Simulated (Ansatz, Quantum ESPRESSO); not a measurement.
# From contact to tunnelling: a In chain with one bond drawn out, part 3 of 5

Wanted: T at the Fermi level along a series, and its decay constant, for a In chain with one bond drawn out.

Quantum ESPRESSO 7.5; plane-wave DFT, LDA, GBRV ultrasoft pseudopotentials; cross-check by Ansatz 0.2.0 with PAW datasets.

So far. Step 2 (SCF with pw.x, 0.5 Å): The run needed 15 iterations to bring the estimated error under 1e-07 Ry; the largest force on any atom, held or free, is 0.34 eV/Å.

**4. Cross-check with Ansatz, 0.5 Å**

A second code with its own PAW datasets, on the same atoms.

Level of this step: plane-wave DFT, LDA, Ansatz PAW (Ansatz 0.2.0).

input.yaml reads:

```yaml
crystal:
  lattice:
    - [7.5, 0.0, 0.0]
    - [0.0, 7.5, 0.0]
    - [0.0, 0.0, 30.0]
  atoms:
    - { symbol: In, position: [0.5, 0.5, 0.0] }
    - { symbol: In, position: [0.5, 0.5, 0.0983333333] }
    - { symbol: In, position: [0.5, 0.5, 0.1966666667] }
    - { symbol: In, position: [0.5, 0.5, 0.295] }
    - { symbol: In, position: [0.5, 0.5, 0.3933333333] }
    - { symbol: In, position: [0.5, 0.5, 0.5083333333] }
    - { symbol: In, position: [0.5, 0.5, 0.6066666667] }
    - { symbol: In, position: [0.5, 0.5, 0.705] }
    - { symbol: In, position: [0.5, 0.5, 0.8033333333] }
    - { symbol: In, position: [0.5, 0.5, 0.9016666667] }
kpoints:
  mp_grid: { grid: [1, 1, 4] }
hamiltonian:
  xc: lda
scf:
  occupations: { method: fermi_dirac, width: 0.1 }
  convergence: { dr2_threshold: 1.0e-08 }
output:
  transmission:
    leads: [[0, 1]]
    e_range: [-2.0, 2.0]
    de: 0.05
    kmesh: [1, 1]
    reduced_basis: true
  write_potential: true
  write_density: true
  volumetric_format: npy
```

On the command line:

```bash
$ ansatz run input.yaml --threads 4 --pin off --max-ram 8192MiB --backend cpu --events-out ev --progress --plain --runs-dir out
```

What it wrote:

```text
Engine: ansatz 0.2.0, aarch64-unknown-linux-gnu
Pseudopotentials: kind: paw
Pseudopotential: In, paw, valence charge 13, recommended cutoff 420 eV (normal), In.paw.azcp
Functional definition: SPW92
  exchange = slater_x
  correlation = pw_c
Crystal: 10 atoms, lattice volume = 1687.500 Å³
Basis set: ecut = 420 eV, 33005 PW (Γ)
Bands: 78, of which v1, the nominal top of the filled ones, is band 65 counted from 1 (64 counted from 0)
Symmetry: 16 space group operations
Space group: P4/mmm (ITA 123), of the structure as read, at distance tolerance 1.2e-4 Å
k-points: 3 of 4
Non-local potential: In, projectors of the file, l = 0: 2, l = 1: 2, l = 2: 2, l = 3: 2
PAW form: soft (Blöchl's): semilocal exchange-correlation on the pseudo side does not see the compensation charge
PAW frozen core: In, regenerated for the run's functional, and the local potential with it (the file was generated under x = pbe(κ = 0.804, μ = 0.219515), c = pbe(β = 0.066725))
PAW one-centre angular grid: In, 590 points (default); XC on 64 Gauss nodes
Initial density: superposition of atomic densities (neutral atoms: chi_scale 0, normalization atom), corrected by the library's trained network
Initial wavefunctions: pseudopotential atomic-orbital guess
Functional: x = slater, c = lda
SCF iter   1: F=—  HF=-54555.499013 eV  |F-HF|=—  |Δ(HF+E_count)|=         —  Δρ=2.87e-3  dr2=1.78e-1  ethr=1.77e-3  ⟨swp⟩=5.3  Hψ=764  notcnv=0
preconditioner: auto → LDOS  [metal: Δε(μ)=0.053 eV  Ē_g=13.082 eV  σ=0.100 eV  W_gap=0.13  n_scr=148 (ndim 8)  ℏωp=10.3 eV  f_vac=0.628  D(μ)=24.11/eV (n_scr^D=110)  β→1.0]
SCF iter   2: F=—  HF=-54555.474725 eV  |F-HF|=—  |Δ(HF+E_count)|=   2.43e-2  Δρ=1.40e-3  dr2=4.06e-2  ethr=1.37e-4  ⟨swp⟩=2.3  Hψ=478  notcnv=0
SCF iter   3: F=—  HF=-54555.465585 eV  |F-HF|=—  |Δ(HF+E_count)|=   9.14e-3  Δρ=7.48e-4  dr2=1.13e-2  ethr=3.12e-5  ⟨swp⟩=2.0  Hψ=433  notcnv=0
SCF iter   4: F=—  HF=-54555.463567 eV  |F-HF|=—  |Δ(HF+E_count)|=   2.02e-3  Δρ=2.16e-4  dr2=2.39e-3  ethr=8.72e-6  ⟨swp⟩=2.0  Hψ=369  notcnv=0
SCF iter   5: F=—  HF=-54555.463281 eV  |F-HF|=—  |Δ(HF+E_count)|=   2.86e-4  Δρ=5.80e-5  dr2=1.86e-4  ethr=1.84e-6  ⟨swp⟩=2.0  Hψ=281  notcnv=0
SCF iter   6: F=—  HF=-54555.463267 eV  |F-HF|=—  |Δ(HF+E_count)|=   1.46e-5  Δρ=1.34e-5  dr2=7.78e-6  ethr=1.43e-7  ⟨swp⟩=2.0  Hψ=284  notcnv=0
SCF iter   7: F=—  HF=-54555.463018 eV  |F-HF|=—  |Δ(HF+E_count)|=   2.49e-4  Δρ=8.37e-6  dr2=2.32e-6  ethr=5.99e-9  ⟨swp⟩=2.0  Hψ=452  notcnv=0
SCF iter   8: F=—  HF=-54555.463018 eV  |F-HF|=—  |Δ(HF+E_count)|=   4.43e-7  Δρ=2.13e-6  dr2=3.85e-7  ethr=1.78e-9  ⟨swp⟩=2.0  Hψ=429  notcnv=0
SCF iter   9: F=—  HF=-54555.463018 eV  |F-HF|=—  |Δ(HF+E_count)|=   4.58e-8  Δρ=1.07e-6  dr2=6.33e-8  ethr=2.96e-10  ⟨swp⟩=2.0  Hψ=272  notcnv=0
SCF iter  10: F=—  HF=-54555.463018 eV  |F-HF|=—  |Δ(HF+E_count)|=   8.12e-9  Δρ=7.73e-7  dr2=2.04e-8  ethr=4.87e-11  ⟨swp⟩=2.0  Hψ=440  notcnv=0
SCF iter  11: F=-54555.463018 eV  HF=-54555.463018 eV  |F-HF|=6.55e-10  |Δ(HF+E_count)|=   4.15e-9  Δρ=2.11e-7  dr2=1.94e-9  ethr=7.69e-12  ⟨swp⟩=3.7  Hψ=507  notcnv=0
SCF 1 converged in 11 iterations: F = -54555.463018 eV  dr2 = 1.94e-9
  greatest PAW one-centre occupation: 0.983 electrons in one spin orbital (limit 2), on the In atom at site 5 (counted from 0), in its partial waves of l = 2
transmission: 38 of 228 steps passed
transmission: 76 of 228 steps passed
[...]
transmission: 228 of 228 steps passed
SCF converged after 11 iterations
Free energy (F): -54555.463018 eV
Harris-Foulkes:  -54555.463018 eV  (|F-HF|=6.55e-10)
Internal energy: -54554.705549 eV  (E = F + TS)
E sigma→0 (E₀):  -54555.084283 eV
Entropy (-TS):   -0.757469 eV (-75.747 meV/atom)
Fermi energy:    -1.369227 eV
--- Per-component energies (eV) ---
  E_band       = -1763.160434
  E_kinetic    = 2402.412748
  E_local      = -24720.656676  (includes V_loc(G=0)·N_el)
  E_nonlocal   = 3688.322306
  E_hartree    = 10414.209590
  E_xc         = -2123.307664
  E_vxc        = -992.133484  (∫ρ·V_xc dr)
  E_paw        = -40114.274788  (= ΣΔE_a)
  E_vpaw       = -2969.523947  (= ΣTr[D̂ρ^β])
  E_aug_tail   = 0.000251  (compensation charges beyond the density's cutoff)
  E_ewald      = -4104.256680
  E_core_change = 2.845364  (= ΣΔE_core)
  E_smearing   = -0.757469  (= −TS)
  E_closure    = 0.000000  (closes the sum)
  Σ components = -54555.463018   (vs F -54555.463018, Δ=0.00e0)
--- Band table (eV) ---
  k-point 0: bands = [... 61 lower, -1.5264, -1.5264, -1.3595, -1.3595, -1.3155, -1.3155, -1.0883, -0.9019, ... 9 higher]
  k-point 1: bands = [... 61 lower, -1.5318, -1.5158, -1.5158, -1.4187, -1.4187, -1.2351, -1.2351, -0.9598, ... 9 higher]
  k-point 2: bands = [... 61 lower, -1.9459, -1.4948, -1.4948, -1.4616, -1.4616, -1.1465, -1.1465, -1.0673, ... 9 higher]
--- Transmission ---
  basis      : 497 plane waves across, 38 finite elements along
  points     : 1, standing for a mesh of 1 x 1
  energies   : 81 from -2.000000 to 2.000000 eV about the Fermi level, 0.050000 eV apart; the leads are filled to 0.000000 eV, and channels, transmission and decay are at 0.000000 eV
  crystal 0  : In1, at the sites [0, 1], period 2.9500 Å, over 29.50 Å; its Hamiltonian steps by up to 2.1 meV
    offset         : up to 0.0000 Å between an atom of the period and one for which it stands
    channels       : 3.000000e0 a spin
    conductance    : none, the energies end too early or step too widely for 300 K: set another output.transmission.e_range or a lower de, or, where they end at an eighth of basis.ecutwfc, a higher one
  junction   : crystal 0 to crystal 0, -1.48 to 25.57 Å
    transmission   : 2.661300e0 a spin
    error estimate : 4.589228e-4 a spin from the reduction of the transverse basis, at the most 1.374268e-3 at -0.150000 eV
    conductance    : none, the energies end too early or step too widely for 300 K: set another output.transmission.e_range or a lower de, or, where they end at an eighth of basis.ecutwfc, a higher one
```

Wall time 21 s (4 threads of Arm Neoverse V2, shared host); peak memory 2.3 GiB; 76 s of CPU time.

This step gave:

* free energy: -54555.4630 eV
* energy at zero smearing: -54555.0843 eV
* smearing term TS: 0.7575 eV
* Fermi energy: -1.369 eV
* symmetry operations: 16
* transmission at the Fermi level, one spin: 2.661
* step of the lead's Hamiltonian over a period: 2.1 meV

Per spin. Transmission against energy, zero at the Fermi level:

```
energy (eV)  transmission
     -2.000             0
     -1.800             0
     -1.600             0
     -1.400             0
     -1.200         0.906
     -1.000         0.929
     -0.800         0.931
     -0.600         0.932
     -0.400         0.933
     -0.200         0.933
      0.000          2.66
      0.050          2.66
      0.200          2.59
      0.400          2.49
      0.600          2.46
      0.800          2.47
      1.000          2.50
      1.200          2.52
      1.400          2.53
      1.600          2.52
      1.800          2.51
      2.000          2.48
```

Per spin. The open channels by energy, zero at the Fermi level:

```
energy (eV)  open channels
      -2.00              0
      -1.85              0
      -1.70              0
      -1.60              0
      -1.45              0
      -1.30              0
      -1.15              1
      -1.05              1
      -0.90              1
      -0.75              1
      -0.60              1
      -0.50              1
      -0.35              1
      -0.20              1
      -0.05              3
       0.00              3
       0.05              3
       0.20              3
       0.35              3
       0.50              3
       0.60              3
       0.75              3
       0.90              3
       1.05              3
       1.15              3
       1.30              3
       1.45              3
       1.60              3
       1.70              3
       1.85              3
       2.00              3
```

Ansatz finds T = 2.66 against pwcond's 2.77.

**5. Self-consistent run, 1.2 Å**

Level of this step: plane-wave DFT, LDA, GBRV ultrasoft pseudopotentials (Quantum ESPRESSO 7.5).

j1.scf.in reads:

```
&control
  prefix = 'j1.scf'
  outdir = './out'
  pseudo_dir = './pseudo'
  calculation = 'scf'
  tprnfor = .true.
/
&system
  ibrav = 0
  nat = 10
  ntyp = 1
  ecutwfc = 34
  ecutrho = 170
  occupations = 'smearing'
  smearing = 'mv'
  degauss = 0.01
/
&electrons
  conv_thr = 1e-07
  mixing_beta = 0.25
  electron_maxstep = 120
  mixing_mode = 'local-TF'
/
ATOMIC_SPECIES
  In  114.8180  in_lda_v1.4.uspp.F.UPF
CELL_PARAMETERS angstrom
  7.50000000000000 0.00000000000000 0.00000000000000
  0.00000000000000 7.50000000000000 0.00000000000000
  0.00000000000000 0.00000000000000 30.70000000000000
ATOMIC_POSITIONS crystal
  In  0.500000000000 0.500000000000 0.000000000000
  In  0.500000000000 0.500000000000 0.096091205212
  In  0.500000000000 0.500000000000 0.192182410423
  In  0.500000000000 0.500000000000 0.288273615635
  In  0.500000000000 0.500000000000 0.384364820847
  In  0.500000000000 0.500000000000 0.519543973941
  In  0.500000000000 0.500000000000 0.615635179153
  In  0.500000000000 0.500000000000 0.711726384365
  In  0.500000000000 0.500000000000 0.807817589577
  In  0.500000000000 0.500000000000 0.903908794788
K_POINTS automatic
  1 1 3 0 0 0
```

On the command line:

```bash
$ OMP_NUM_THREADS=1 mpirun -n 4 pw.x -nk 1 -in j1.scf.in > j1.scf.out
```

What it wrote:

```text
[banner, memory and clock lines left out]
Program PWSCF v.7.5 starts
[...]
number of electrons       =       130.00
     number of Kohn-Sham states=           78
     kinetic-energy cutoff     =      34.0000  Ry
     charge density cutoff     =     170.0000  Ry
[...]
number of k points=     2  Marzari-Vanderbilt smearing, width (Ry)=  0.0100
[...]
Dense  grid:   436149 G-vectors     FFT dimensions: (  60,  60, 243)
[...]
Starting wfcs are   90 randomized atomic wfcs
     estimated scf accuracy    <      52.50756877 Ry
     estimated scf accuracy    <      27.75483609 Ry
     estimated scf accuracy    <       1.79109816 Ry
     estimated scf accuracy    <       0.83478401 Ry
     estimated scf accuracy    <       0.28639257 Ry
     estimated scf accuracy    <       0.07354410 Ry
     estimated scf accuracy    <       0.04372737 Ry
     estimated scf accuracy    <       0.00765747 Ry
     estimated scf accuracy    <       0.00338877 Ry
     estimated scf accuracy    <       0.00036549 Ry
     estimated scf accuracy    <       0.00031217 Ry
     estimated scf accuracy    <       0.00001252 Ry
     estimated scf accuracy    <       0.00000638 Ry
     estimated scf accuracy    <       0.00000138 Ry
     estimated scf accuracy    <       0.00000016 Ry
[...]
the Fermi energy is    -1.4116 ev
!    total energy              =   -1329.85670613 Ry
     estimated scf accuracy    <       0.00000003 Ry
     smearing contrib. (-TS)   =      -0.00439375 Ry
     internal energy E=F+TS    =   -1329.85231238 Ry
[...]
one-electron contribution =   -1428.18071586 Ry
     hartree contribution      =     766.16551216 Ry
     xc contribution           =    -369.99780727 Ry
     ewald contribution        =    -297.83930142 Ry
     convergence has been achieved in  16 iterations
[...]
Total force =     0.021983     Total SCF correction =     0.000349
[...]
```

Run time: 79 s. Hardware: 4 MPI ranks; peak memory 1.9 GiB; 5.3 min of CPU time.

Read from the output:

| Quantity | Value |
| --- | --- |
| free energy | -18093.6222 eV |
| Fermi energy | -1.412 eV |

**6. The open system, 1.2 Å**

j1.cond.in reads:

```
&inputcond
  outdir = './out'
  prefixt = 'j1.scf'
  tran_file = 'j1.cond.dat'
  bdl = 0.7866666667
  bds = 4.0933333333
  ikind = 1
  ewind = 4.0
  epsproj = 1e-05
  nz1 = 7
  energy0 = 2.0
  denergy = -0.1
/
1
  0.00000000 0.00000000 1.00000000
41
```

On the command line:

```bash
$ OMP_NUM_THREADS=1 mpirun -n 4 pwcond.x -in j1.cond.in > j1.cond.out
```

What it wrote:

```text
[banner, memory and clock lines left out]
Program PWCOND v.7.5 starts

     ./out/j1.scf.save/

[...]
negative rho (up, down):  6.041E-03 0.000E+00
     Reading collected, re-writing distributed wavefunctions

===== INPUT FILE containing all the regions =====

     GEOMETRY:

     lattice parameter (alat)  =      14.1729  a.u.
     the volume                =   11653.5301 (a.u.)^3
     the cross section         =     200.8724 (a.u.)^2
     l of the unit cell        =       4.0933 (alat)
     number of atoms/cell      =           10
[...]
T_tot    -0.30000      0.12321E+01
   T_tot    -0.40000      0.12191E+01
   T_tot    -0.50000      0.12049E+01
   T_tot    -0.60000      0.11899E+01
   T_tot    -0.70000      0.11747E+01
   T_tot    -0.80000      0.11594E+01
   T_tot    -0.90000      0.11432E+01
   T_tot    -1.00000      0.11220E+01
   T_tot    -1.10000      0.10786E+01
   T_tot    -1.20000      0.91110E+00
   T_tot    -1.30000      0.00000E+00
   T_tot    -1.40000      0.00000E+00
   T_tot    -1.50000      0.00000E+00
   T_tot    -1.60000      0.00000E+00
   T_tot    -1.70000      0.00000E+00
   T_tot    -1.80000      0.00000E+00
   T_tot    -1.90000      0.00000E+00
   T_tot    -2.00000      0.00000E+00
```

Elapsed: 2.6 min, on 4 MPI ranks; peak memory 0.42 GiB; 11 min of CPU time.

Read from the output:

```
transmission at the Fermi level, one spin : 1.669
conductance                               : 1.669 G₀
```

Per spin. Transmission against energy, zero at the Fermi level:

```
energy (eV)  transmission
      -2.00             0
      -1.80             0
      -1.60             0
      -1.40             0
      -1.20         0.456
      -1.00         0.561
      -0.90         0.572
      -0.70         0.587
      -0.50         0.602
      -0.30         0.616
      -0.10          1.36
       0.00          1.67
       0.10          1.43
       0.30          1.16
       0.50          1.14
       0.70          1.14
       0.90          1.18
       1.00          1.26
       1.20          1.25
       1.40          1.32
       1.60          1.33
       1.80          1.33
       2.00          1.33
```

T goes from 2.77 to 1.67, a factor of 1.7.

**7. The same in Ansatz, 1.2 Å**

Level of this step: plane-wave DFT, LDA, Ansatz PAW (Ansatz 0.2.0).

input.yaml reads:

```yaml
crystal:
  lattice:
    - [7.5, 0.0, 0.0]
    - [0.0, 7.5, 0.0]
    - [0.0, 0.0, 30.7]
  atoms:
    - { symbol: In, position: [0.5, 0.5, 0.0] }
    - { symbol: In, position: [0.5, 0.5, 0.0960912052] }
    - { symbol: In, position: [0.5, 0.5, 0.1921824104] }
    - { symbol: In, position: [0.5, 0.5, 0.2882736156] }
    - { symbol: In, position: [0.5, 0.5, 0.3843648208] }
    - { symbol: In, position: [0.5, 0.5, 0.5195439739] }
    - { symbol: In, position: [0.5, 0.5, 0.6156351792] }
    - { symbol: In, position: [0.5, 0.5, 0.7117263844] }
    - { symbol: In, position: [0.5, 0.5, 0.8078175896] }
    - { symbol: In, position: [0.5, 0.5, 0.9039087948] }
kpoints:
  mp_grid: { grid: [1, 1, 4] }
hamiltonian:
  xc: lda
scf:
  occupations: { method: fermi_dirac, width: 0.1 }
  convergence: { dr2_threshold: 1.0e-08 }
output:
  transmission:
    leads: [[0, 1]]
    e_range: [-2.0, 2.0]
    de: 0.05
    kmesh: [1, 1]
    reduced_basis: true
  write_potential: true
  write_density: true
  volumetric_format: npy
  elf: true
```

On the command line:

```bash
$ ansatz run input.yaml --threads 4 --pin off --max-ram 8192MiB --backend cpu --events-out ev --progress --plain --runs-dir out
```

What it wrote:

```text
[...]
Crystal: 10 atoms, lattice volume = 1726.875 Å³
Basis set: ecut = 420 eV, 33799 PW (Γ)
Bands: 78, of which v1, the nominal top of the filled ones, is band 65 counted from 1 (64 counted from 0)
Symmetry: 16 space group operations
[...]
k-points: 3 of 4
[...]
k-point 2: bands = [... 61 lower, -1.8634, -1.5214, -1.5214, -1.4535, -1.4535, -1.2159, -1.2159, -1.0492, ... 9 higher]
--- Transmission ---
  basis      : 497 plane waves across, 39 finite elements along
  points     : 1, standing for a mesh of 1 x 1
[...]
channels       : 3.000000e0 a spin
[...]
junction   : crystal 0 to crystal 0, -1.48 to 26.27 Å
    transmission   : 1.398783e0 a spin
[...]
[key lines of the parts left out:]
SCF converged after 12 iterations
Free energy (F): -54555.163866 eV
Fermi energy:    -1.393776 eV
```

The job ended after 40 s (4 threads; peak memory 2.3 GiB).

This step gave:

| Item | Value |
| --- | --- |
| free energy | -54555.1639 eV |
| energy at zero smearing | -54554.7706 eV |
| smearing term TS | 0.7865 eV |
| Fermi energy | -1.394 eV |
| transmission at the Fermi level, one spin | 1.399 |
| step of the lead's Hamiltonian over a period | 8.3 meV |

Per spin. Transmission against energy, zero at the Fermi level:

```
energy (eV)  transmission
      -2.00             0
      -1.85             0
      -1.70             0
      -1.60             0
      -1.45             0
      -1.30       0.00756
      -1.15         0.434
      -1.05         0.494
      -0.90         0.538
      -0.75         0.564
      -0.60         0.583
      -0.50         0.593
      -0.35         0.605
      -0.20         0.616
      -0.05          1.29
       0.00          1.40
       0.05          1.42
       0.20          1.30
       0.35          1.20
       0.50          1.16
       0.60          1.16
       0.75          1.18
       0.90          1.22
       1.05          1.25
       1.15          1.27
       1.30          1.30
       1.45          1.32
       1.60          1.33
       1.70          1.33
       1.85          1.33
       2.00          1.33
```

Ansatz finds T = 1.40 against pwcond's 1.67.

(Continued in part 4 of 5.)

[Long decimals in the printed logs are rounded to 6 places.]

[Repeated lines of the later SCF iterations (solver, time, negative density, dipole) and banner, clock, host and MPI lines are left out of these logs without a mark at each place.]

[Logs are printed without paths, hosts, clocks, repeated set-up lines and the standing remarks that a program may print on its own settings, such as how far it seeks lower states.]

[Hosts, paths, dates, database ids (printed as entryN), source tags and the programs' standing remarks are cut or masked in the printed files.]

[Maps of the electrostatic potential energy from Ansatz leave out the sawtooth potential of an applied field or a dipole correction, so their vacuum need not be flat; planar profiles and work functions include it.]
